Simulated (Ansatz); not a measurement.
# Cu chain started as a strip of triangles: one chain at several levels of theory

Aim: how far do the period, the moment and the conductance of the Cu chain started as a strip of triangles depend on the functional, the datasets and spin-orbit coupling, and at what cost?

Calculated with Ansatz 0.2.0; DFT PBE, plane waves, PAW; relaxation of a chain's period, in the first sound run; inputs show where later runs differ.

## (1) The structure

The cell holds 2 atoms: 2 Cu. Cell: a = 9.000 Å, b = 7.500 Å, c = 2.583 Å, α = 90.0°, β = 90.0°, γ = 90.0°. Vacuum lies along a and b. The structure's axis is c.

## (2) The relaxed wire, level PBE, cutoff 420 eV

Band widths follow the bond lengths, so the chain is relaxed first. The atoms and the third cell vector are free; the box across stays fixed as vacuum. Moments are seeded so that a magnetic state can form if it lies lower. A Fermi-Dirac smearing is set since the result may be a metal. The pressure printed is a third of the stress's trace over the whole box, vacuum included; only the stress along the axis is relaxed.

Contents of input.yaml:

```yaml
crystal:
  lattice:
    - [9.0, 0.0, 0.0]
    - [0.0, 7.5, 0.0]
    - [0.0, 0.0, 2.58324]
  atoms:
    - { symbol: Cu, position: [0.377386667, 0.5, 0.0], spin: 0.5 }
    - { symbol: Cu, position: [0.622613333, 0.5, 0.5], spin: 0.5 }
magnetization:
  spin_polarized: true
kpoints:
  mp_grid: { grid: [1, 1, 31] }
scf:
  occupations: { method: fermi_dirac, width: 0.05 }
hamiltonian:
  xc: pbe
relax:
  cell: { fix: [a, b, alpha, beta, gamma] }
  max_steps: 60
```

The run is started by

```console
ansatz run input.yaml --threads 4 --pin off --max-ram 8192MiB --backend cpu --events-out ev --progress --plain --runs-dir out
```

Numbers of over 12 decimals in the logs are rounded to 6 here.

The program printed:

```text
Engine: ansatz 0.2.0, aarch64-unknown-linux-gnu
Pseudopotentials: kind: paw
Pseudopotential: Cu, paw, valence charge 19, recommended cutoff 420 eV (normal), Cu.paw.azcp
Functional definition: PBE
  parameter kappa = 0.804
  parameter beta = 0.066725
  exchange = pbe_x(kappa = kappa, mu = beta*pi^2/3)
  correlation = pbe_c(beta = beta)
Crystal: 2 atoms, lattice volume = 174.369 Å³
Basis set: ecut = 420 eV, 3411 PW (Γ), exchange–correlation on 128×108×36 points (8 copies of the dense FFT grid, shifted against one another)
Bands: 24, of which v1, the nominal top of the filled ones, is band 19 counted from 1 (18 counted from 0)
Symmetry: 8 space group operations
Space group: Pmma (ITA 51), of the structure as read, at distance tolerance 5.6e-5 Å
Magnetic group: BNS 51.289 (UNI 387), of the structure as read, at distance tolerance 5.6e-5 Å
k-points: 16 of 31
Non-local potential: Cu, projectors of the file, l = 0: 3, l = 1: 2, l = 2: 3, l = 3: 1
PAW form: soft (Blöchl's): semilocal exchange-correlation on the pseudo side does not see the compensation charge
PAW one-centre angular grid: Cu, 590 points (default); XC on 64 Gauss nodes
Initial density: superposition of atomic densities (neutral atoms: chi_scale 0, normalization atom)
Starting moments: Σ|m| = 1 μB on 2 of 2 sites
Initial wavefunctions: pseudopotential atomic-orbital guess
Functional: x = pbe(κ = 0.804, μ = 0.219515), c = pbe(β = 0.066725)
SCF iter   1: F=—  HF=-13247.890347 eV  |F-HF|=—  |Δ(HF+E_count)|=         —  Δρ=4.79e-2 (↑4.79e-2 ↓1.39e-2)  dr2=4.02e0  dr2_m=6.04e-1  M=0.187 μB ∫|m|=0.295 μB  β_m=0.30  ethr=3.10e-3  ⟨swp⟩=5.7  Hψ=3577  notcnv=0
preconditioner: auto → LDOS  [metal: Δε(μ)=0.069 eV  Ē_g=5.221 eV  σ=0.050 eV  W_gap=0.33  n_scr=22 (ndim 8)  ℏωp=13.2 eV  f_vac=0.696  D(μ)=1.73/eV (n_scr^D=8)]
spin=Collinear: LDOS preconditioning applied to the charge; magnetization (m = ρ↑ − ρ↓) channel mixes plain (no charge-response kernel on spin).
SCF iter   2: F=—  HF=-13247.305083 eV  |F-HF|=—  |Δ(HF+E_count)|=   5.85e-1  Δρ=1.87e-2 (↑1.87e-2 ↓1.64e-2)  dr2=8.09e-2  dr2_m=4.70e-1  M=0.110 μB ∫|m|=0.146 μB  β_m=0.30  ethr=3.10e-3  ⟨swp⟩=2.2  Hψ=1530  notcnv=0  defer=14
SCF iter   3: F=—  HF=-13247.320711 eV  |F-HF|=—  |Δ(HF+E_count)|=   1.56e-2  Δρ=1.73e-2 (↑1.73e-2 ↓8.76e-3)  dr2=1.41e-1  dr2_m=2.56e-1  M=0.088 μB ∫|m|=0.123 μB  β_m=0.30  ethr=2.13e-4  ⟨swp⟩=2.2  Hψ=1498  notcnv=0  defer=15
SCF iter   4: F=—  HF=-13247.324788 eV  |F-HF|=—  |Δ(HF+E_count)|=   4.08e-3  Δρ=1.20e-2 (↑1.20e-2 ↓7.61e-3)  dr2=5.17e-2  dr2_m=1.48e-1  M=0.064 μB ∫|m|=0.094 μB  β_m=0.30  ethr=2.13e-4  ⟨swp⟩=2.0  Hψ=890  notcnv=0  defer=15
SCF iter   5: F=—  HF=-13247.333737 eV  |F-HF|=—  |Δ(HF+E_count)|=   8.95e-3  Δρ=7.91e-3 (↑6.83e-3 ↓7.91e-3)  dr2=3.44e-3  dr2_m=8.61e-2  M=0.049 μB ∫|m|=0.071 μB  β_m=0.30  ethr=1.36e-4  ⟨swp⟩=2.4  Hψ=1215  notcnv=0  defer=15
SCF iter   6: F=—  HF=-13247.340839 eV  |F-HF|=—  |Δ(HF+E_count)|=   7.10e-3  Δρ=5.84e-3 (↑5.21e-3 ↓5.84e-3)  dr2=1.56e-3  dr2_m=4.85e-2  M=0.038 μB ∫|m|=0.056 μB  β_m=0.30  ethr=9.05e-6  ⟨swp⟩=2.0  Hψ=1107  notcnv=0  defer=15
Mixer restart at iter 6: flushing history
spin-set hold released at iteration 6 (site moments contracting): the magnetisation degrees of freedom join the quasi-Newton model from the next iteration; the mixer history was flushed
SCF iter   7: F=—  HF=-13247.344000 eV  |F-HF|=—  |Δ(HF+E_count)|=   3.16e-3  Δρ=4.30e-3 (↑4.01e-3 ↓4.30e-3)  dr2=8.49e-4  dr2_m=2.75e-2  M=0.030 μB ∫|m|=0.045 μB  β_m=0.65  ethr=4.10e-6  ⟨swp⟩=1.9  Hψ=974  notcnv=0  defer=15
SCF iter   8: F=—  HF=-13247.348388 eV  |F-HF|=—  |Δ(HF+E_count)|=   4.39e-3  Δρ=5.92e-4 (↑4.60e-4 ↓5.92e-4)  dr2=1.06e-3  dr2_m=1.54e-5  M=0.003 μB ∫|m|=0.007 μB  β_m=0.51  ethr=2.24e-6  ⟨swp⟩=2.0  Hψ=1367  notcnv=0  defer=15
SCF iter   9: F=—  HF=-13247.348180 eV  |F-HF|=—  |Δ(HF+E_count)|=   2.08e-4  Δρ=2.17e-4 (↑2.17e-4 ↓1.63e-4)  dr2=1.42e-4  dr2_m=8.28e-6  M=0.003 μB ∫|m|=0.006 μB  β_m=0.51  ethr=2.24e-6  ⟨swp⟩=2.1  Hψ=1238  notcnv=0  defer=15
SCF iter  10: F=—  HF=-13247.348179 eV  |F-HF|=—  |Δ(HF+E_count)|=   6.38e-7  Δρ=8.80e-5 (↑8.80e-5 ↓5.97e-5)  dr2=2.19e-5  dr2_m=3.04e-6  M=0.002 μB ∫|m|=0.004 μB  β_m=0.76  ethr=3.73e-7  ⟨swp⟩=2.1  Hψ=1005  notcnv=0  defer=15
SCF iter  11: F=—  HF=-13247.348194 eV  |F-HF|=—  |Δ(HF+E_count)|=   1.46e-5  Δρ=2.78e-5 (↑2.78e-5 ↓1.60e-5)  dr2=2.30e-6  dr2_m=2.04e-7  M=0.001 μB ∫|m|=0.002 μB  β_m=0.66  ethr=5.77e-8  ⟨swp⟩=2.0  Hψ=1101  notcnv=0  defer=15
SCF iter  12: F=—  HF=-13247.348194 eV  |F-HF|=—  |Δ(HF+E_count)|=   4.08e-7  Δρ=7.01e-6 (↑7.01e-6 ↓6.98e-6)  dr2=1.27e-7  dr2_m=6.19e-8  M=0.001 μB ∫|m|=0.001 μB  β_m=0.83  ethr=6.05e-9  ⟨swp⟩=2.0  Hψ=1100  notcnv=0  defer=15
SCF iter  13: F=—  HF=-13247.348195 eV  |F-HF|=—  |Δ(HF+E_count)|=   3.98e-7  Δρ=2.50e-6 (↑2.50e-6 ↓2.12e-6)  dr2=4.83e-9  dr2_m=5.68e-9  M=0.000 μB ∫|m|=0.000 μB  β_m=0.91  ethr=2.63e-10  ⟨swp⟩=4.0  Hψ=2477  notcnv=0
SCF iter  14: F=—  HF=-13247.348195 eV  |F-HF|=—  |Δ(HF+E_count)|=   3.02e-8  Δρ=1.39e-6 (↑9.82e-7 ↓1.39e-6)  dr2=2.85e-9  dr2_m=1.21e-9  M=0.000 μB ∫|m|=0.000 μB  β_m=0.95  ethr=1.27e-11  ⟨swp⟩=3.3  Hψ=2114  notcnv=0
SCF iter  15: F=—  HF=-13247.348195 eV  |F-HF|=—  |Δ(HF+E_count)|=   6.41e-9  Δρ=3.55e-7 (↑3.55e-7 ↓3.47e-7)  dr2=2.86e-11  dr2_m=1.95e-10  M=0.000 μB ∫|m|=0.000 μB  β_m=0.98  ethr=7.49e-12  ⟨swp⟩=3.0  Hψ=1858  notcnv=0
SCF iter  16: F=-13247.348195 eV  HF=-13247.348195 eV  |F-HF|=3.64e-11  |Δ(HF+E_count)|=   1.14e-9  Δρ=1.04e-7 (↑8.74e-8 ↓1.04e-7)  dr2=3.16e-12  dr2_m=1.37e-11  M=0.000 μB ∫|m|=0.000 μB  ethr=1.00e-12  ⟨swp⟩=2.4  Hψ=1527  notcnv=0
WARN: the starting moments were not kept: the SCF closed with an absolute magnetisation of 1.5e-5 μB, where they sum to 1 μB in size (2 sites). That is at most 0.1 of that sum. Measured as dr2_m measures the in/out step, that magnetisation stands 1.9e-11 eV from none, at or under the dr2_threshold of 1.0e-7 eV: it is no larger than a step whose dr2_m would equal this threshold. The system may hold no moment; this SCF [...]
SCF 1 converged in 16 iterations: F = -13247.348195 eV  dr2 = 3.16e-12
  greatest PAW one-centre occupation: 1.000 electrons in one spin orbital (limit 2), on the Cu atom at site 1 (counted from 0), in its partial waves of l = 0
relax step   1: F+E_penalty+E_count = -13247.34819466 eV  Δ(F+E_penalty+E_count) = +0.000e0 eV  max|allowed force component| = 8.083e-1 eV/Å  Δτ_max = 0.0000 Å  P = -1.629 GPa  Ω = 174.369 Å³  fix = [a, b, alpha, beta, gamma]  reactions: a -1.508, b -0.127 GPa  (16 SCF iters, dr2 threshold 1.00e-7 eV, accepted)
[...]
SCF iter   9: F=-13247.570982 eV  HF=-13247.570982 eV  |F-HF|=1.36e-9  |Δ(HF+E_count)|=   2.87e-9  Δρ=3.63e-7 (↑2.40e-7 ↓3.63e-7)  dr2=6.65e-10  dr2_m=2.57e-11  M=-0.000 μB ∫|m|=0.000 μB  ethr=4.18e-11  ⟨swp⟩=2.0  Hψ=2254  notcnv=0
the starting moments were not kept: the SCF closed with an absolute magnetisation of 7.0e-6 μB, where they sum to 1 μB in size (2 sites). That is at most 0.1 of that sum. Measured as dr2_m measures the in/out step, that magnetisation stands 1.0e-11 eV from none, at or under the dr2_threshold of 2.0e-7 eV: it is no larger than a step whose dr2_m would equal this threshold.
SCF 3 converged in 9 iterations: F = -13247.570982 eV  dr2 = 6.65e-10
relax step   3: F+E_penalty+E_count = -13247.57098192 eV  Δ(F+E_penalty+E_count) = -6.069e-2 eV  max|allowed force component| = 2.883e-1 eV/Å  Δτ_max = 0.0396 Å  P = +0.321 GPa  Ω = 159.774 Å³  energy of the carried Pulay correction = +1.490e-3 eV  fix = [a, b, alpha, beta, gamma]  reactions: a +0.726, b -0.122 GPa  (9 SCF iters, dr2 threshold 2.00e-7 eV, accepted)
[...]
relax step   4: F+E_penalty+E_count = -13247.57735138 eV  Δ(F+E_penalty+E_count) = -6.369e-3 eV  max|allowed force component| = 1.950e-2 eV/Å  Δτ_max = 0.0229 Å  P = -0.041 GPa  Ω = 160.452 Å³  energy of the carried Pulay correction = +1.418e-3 eV  fix = [a, b, alpha, beta, gamma]  reactions: a +0.102, b -0.124 GPa  (8 SCF iters, dr2 threshold 2.00e-7 eV, accepted)
[...]
relax step   5: F+E_penalty+E_count = -13247.57749571 eV  Δ(F+E_penalty+E_count) = -1.443e-4 eV  max|allowed force component| = 2.621e-3 eV/Å  Δτ_max = 0.0007 Å  P = +0.007 GPa  Ω = 160.134 Å³  energy of the carried Pulay correction = +1.451e-3 eV  fix = [a, b, alpha, beta, gamma]  reactions: a +0.138, b -0.124 GPa  (7 SCF iters, dr2 threshold 2.63e-8 eV, accepted)
Basis set: ecut = 420 eV, 3085 PW (Γ), exchange–correlation on 128×108×32 points (8 copies of the dense FFT grid, shifted against one another)
Initial wavefunctions: pseudopotential atomic-orbital guess (no wavefunctions were taken with the density)
iter 1 solved again at ethr=1.02e-6 eV; its pass at ethr=3.10e-3 eV (dr2=3.86e-4 eV) is discarded
SCF iter   1: F=—  HF=-13247.575222 eV  |F-HF|=—  |Δ(HF+E_count)|=         —  Δρ=7.21e-5 (↑7.21e-5 ↓7.21e-5)  dr2=5.61e-6  dr2_m=2.10e-12  M=-0.000 μB ∫|m|=0.000 μB  β_m=0.30  ethr=1.02e-6  ⟨swp⟩=2.9  Hψ=5276  notcnv=0
preconditioner: auto → Resta (q_TF=auto, 2.147 Å⁻¹)  ε∞=5.6  [insulator: Δε(μ)=0.189 eV  Ē_g=6.414 eV  σ=0.050 eV  W_gap=0.53  n_scr=22 (ndim 8)  ℏωp=13.8 eV  f_vac=0.711  D(μ)=0.93/eV (n_scr^D=4)  ε∞_Penn≈5.6  vacuum switching on, ρ_ref=3.0e-3 e/Å³]
spin=Collinear: Resta preconditioning applied to the charge; magnetization (m = ρ↑ − ρ↓) channel mixes plain (no charge-response kernel on spin).
SCF iter   2: F=—  HF=-13247.575226 eV  |F-HF|=—  |Δ(HF+E_count)|=   4.92e-6  Δρ=7.88e-5 (↑7.88e-5 ↓7.87e-5)  dr2=1.79e-5  dr2_m=1.05e-12  M=-0.000 μB ∫|m|=0.000 μB  β_m=0.52  ethr=1.48e-8  ⟨swp⟩=2.0  Hψ=1322  notcnv=0
SCF iter   3: F=—  HF=-13247.575231 eV  |F-HF|=—  |Δ(HF+E_count)|=   4.21e-6  Δρ=2.73e-5 (↑2.73e-5 ↓2.73e-5)  dr2=7.72e-7  dr2_m=3.23e-13  M=0.000 μB ∫|m|=0.000 μB  β_m=0.65  ethr=1.48e-8  ⟨swp⟩=2.0  Hψ=1114  notcnv=0
SCF iter   4: F=—  HF=-13247.575231 eV  |F-HF|=—  |Δ(HF+E_count)|=   4.23e-7  Δρ=5.55e-6 (↑5.55e-6 ↓5.55e-6)  dr2=7.76e-8  dr2_m=1.07e-14  M=0.000 μB ∫|m|=0.000 μB  β_m=0.83  ethr=2.03e-9  ⟨swp⟩=2.0  Hψ=1316  notcnv=0
SCF iter   5: F=—  HF=-13247.575231 eV  |F-HF|=—  |Δ(HF+E_count)|=   7.27e-8  Δρ=1.46e-6 (↑1.46e-6 ↓1.46e-6)  dr2=5.82e-9  dr2_m=9.54e-16  M=-0.000 μB ∫|m|=0.000 μB  β_m=0.91  ethr=2.04e-10  ⟨swp⟩=2.0  Hψ=1122  notcnv=0
SCF iter   6: F=—  HF=-13247.575231 eV  |F-HF|=—  |Δ(HF+E_count)|=   2.26e-9  Δρ=9.44e-8 (↑9.44e-8 ↓9.42e-8)  dr2=5.69e-11  dr2_m=7.26e-17  M=-0.000 μB ∫|m|=0.000 μB  β_m=0.96  ethr=1.53e-11  ⟨swp⟩=2.0  Hψ=1104  notcnv=0
SCF iter   7: F=-13247.575231 eV  HF=-13247.575231 eV  |F-HF|=5.46e-12  |Δ(HF+E_count)|=   1.38e-7  Δρ=4.19e-8 (↑4.19e-8 ↓4.19e-8)  dr2=1.32e-11  dr2_m=9.90e-18  M=-0.000 μB ∫|m|=0.000 μB  ethr=1.00e-12  ⟨swp⟩=6.0  Hψ=3528  notcnv=0
the starting moments were not kept: the SCF closed with an absolute magnetisation of 7.8e-9 μB, where they sum to 1 μB in size (2 sites). That is at most 0.1 of that sum. Measured as dr2_m measures the in/out step, that magnetisation stands 5.8e-18 eV from none, at or under the dr2_threshold of 2.0e-11 eV: it is no larger than a step whose dr2_m would equal this threshold.
SCF 6 converged in 7 iterations: F = -13247.575231 eV  dr2 = 1.32e-11
relax step   6: F+E_penalty+E_count = -13247.57523103 eV  Δ(F+E_penalty+E_count) = +2.265e-3 eV  max|allowed force component| = 2.634e-3 eV/Å  Δτ_max = 0.0000 Å  P = +0.011 GPa  Ω = 160.134 Å³  fix = [a, b, alpha, beta, gamma]  reactions: a +0.144, b -0.124 GPa  stress off target by 1.30e-2 GPa on what of the cell is left free  SCF on the basis re-selected at this cell (its energy is not comparable with the rows above)  (7 SCF iters)
basis re-selected at this cell: Δ(F+E_penalty+E_count) = +2.265e-3 eV, ΔP = +0.004 GPa vs the last step (what re-selecting the basis moved, of the pressure what is left beyond the Pulay correction that the steps carried, after the strain that the cell walked since its last selection, with what the two solves' SCF thresholds leave and, on support functions, any second-order correction that the steps lacked; it is no measure of the basis error at this ecutwfc). The dense FFT grid was sized anew with the basis: this SCF ran on 64×54×16 points, the steps before it on 64×54×18, so part of this shift can come from that change (see relax.cell in the input reference). [rest of the remark cut]
SCF converged after 7 iterations
Magnetization: -0.0000 μB (19.0000 up, 19.0000 down)
Absolute magnetization: 0.0000 μB (∫|ρ↑−ρ↓|, with the PAW one-centre terms)
Spin contamination: 0.0000 ħ² per cell (⟨S²⟩ above its minimum at these occupations)
Per-site moments (μB) at R_I (Å): [(-2.9264890514716836e-10, 0.978595), (-2.9264894201494027e-10, 0.978595)]
Free energy (F): -13247.575231 eV
Harris-Foulkes:  -13247.575231 eV  (|F-HF|=5.46e-12)
Internal energy: -13247.567725 eV  (E = F + TS)
E sigma→0 (E₀):  -13247.571478 eV
Entropy (-TS):   -0.007506 eV (-3.753 meV/atom)
Fermi energy:    -1.441356 eV
--- Per-component energies (eV) ---
  E_band       = -1369.922281
  E_kinetic    = 600.001625
  E_local      = -20438.618915  (includes V_loc(G=0)·N_el)
  E_nonlocal   = 792.823727
  E_hartree    = 9413.368894
  E_xc         = -174.171721
  E_vxc        = -224.204407  (∫ρ·V_xc dr)
  E_paw        = -3338.120047  (= ΣΔE_a)
  E_vpaw       = -926.663164  (= ΣTr[D̂ρ^β])
  E_aug_tail   = 0.000566  (compensation charges beyond the density's cutoff)
  E_ewald      = -102.851855
  E_smearing   = -0.007506  (= −TS)
  E_closure    = -0.000000  (closes the sum)
  Σ components = -13247.575231   (vs F -13247.575231, Δ=0.00e0)
--- Forces (eV/Å), atoms counted from 1 ---
  atom   1  Cu     0.00263388     0.00000000     0.00000000
  atom   2  Cu    -0.00263388     0.00000000     0.00000000
  max |Σ_I F_I| component: 4.34e-19 eV/Å
--- Stress (GPa, compression-positive) ---
        0.144242       0.000000       0.000000
        0.000000      -0.124211       0.000000
        0.000000       0.000000       0.012971
  P = ⅓ Tr σ = 0.0110 GPa (0.110 kbar)
--- Relaxed structure (5 steps of the walk, 5 accepted, 1 SCFs on fresh bases) ---
  F+E_penalty+E_count = -13247.57523103 eV   max|allowed force component| = 2.634e-3 eV/Å   (the final SCF, on the basis selected at the relaxed cell)
  cell:  # Å, volume = 160.1338 Å³
    - [9.0, 0.0, 0.0]
    - [0.0, 7.5, 0.0]
    - [0.0, 0.0, 2.372352]
  atoms:
    - { symbol: Cu, position: [0.384466, 0.5, 0.0] }
    - { symbol: Cu, position: [0.615534, 0.5, 0.5] }
```

It took 12 s on 4 threads of Arm Neoverse V2, shared host; peak memory 0.49 GiB.

Relaxation path:

| step | energy less that of the first step (eV) | largest force component (eV/Å) | pressure (GPa) | volume (Å³) |
| --- | --- | --- | --- | --- |
| 1 | 0.0000 | 0.8083 | -1.63 | 174.37 |
| 2 | -0.1621 | 0.3988 | -0.97 | 168.28 |
| 3 | -0.2228 | 0.2883 | 0.32 | 159.77 |
| 4 | -0.2292 | 0.0195 | -0.04 | 160.45 |
| 5 | -0.2293 | 0.0026 | 0.01 | 160.13 |
| 6* | -0.2270 | 0.0026 | 0.01 | 160.13 |

Relaxation steps marked * repeat the geometry before them on a plane-wave basis chosen anew for their cell, so energy and pressure can jump there.

The run keeps the 8 symmetry operations that it works with, so distortions that break them were not tested.

| cell as run | before | after | change |
| --- | --- | --- | --- |
| c (Å) | 2.583 | 2.372 | -8.2 % |

The atoms that moved most (Å, along periodic axes as changes of fractional coordinates times the final cell, across vacuum about the mean position):

| atom | dx | dy | dz | length |
| --- | --- | --- | --- | --- |
| Cu1 | 0.064 | 0.000 | 0.000 | 0.064 |
| Cu2 | -0.064 | 0.000 | 0.000 | 0.064 |

The relaxed structure:

```xyz
2
Lattice="9.0000 0.0000 0.0000 0.0000 7.5000 0.0000 0.0000 0.0000 2.3724" Properties=species:S:1:pos:R:3
Cu    3.4602    3.7500    0.0000
Cu    5.5398    3.7500    1.1862
```

This step gave:

| Item | Value |
| --- | --- |
| energy at zero smearing | -13247.5715 eV |
| cell length along the wire | 2.372 Å |

The cell's length comes to 2.372 Å with no moment.

[end of part 1 of 3]

[Logs are printed without paths, hosts, clocks, repeated set-up lines and the standing remarks that a program may print on its own settings, such as how far it seeks lower states.]

[Hosts, paths, dates, database ids (printed as entryN), source tags and the programs' standing remarks are cut or masked in the printed files.]
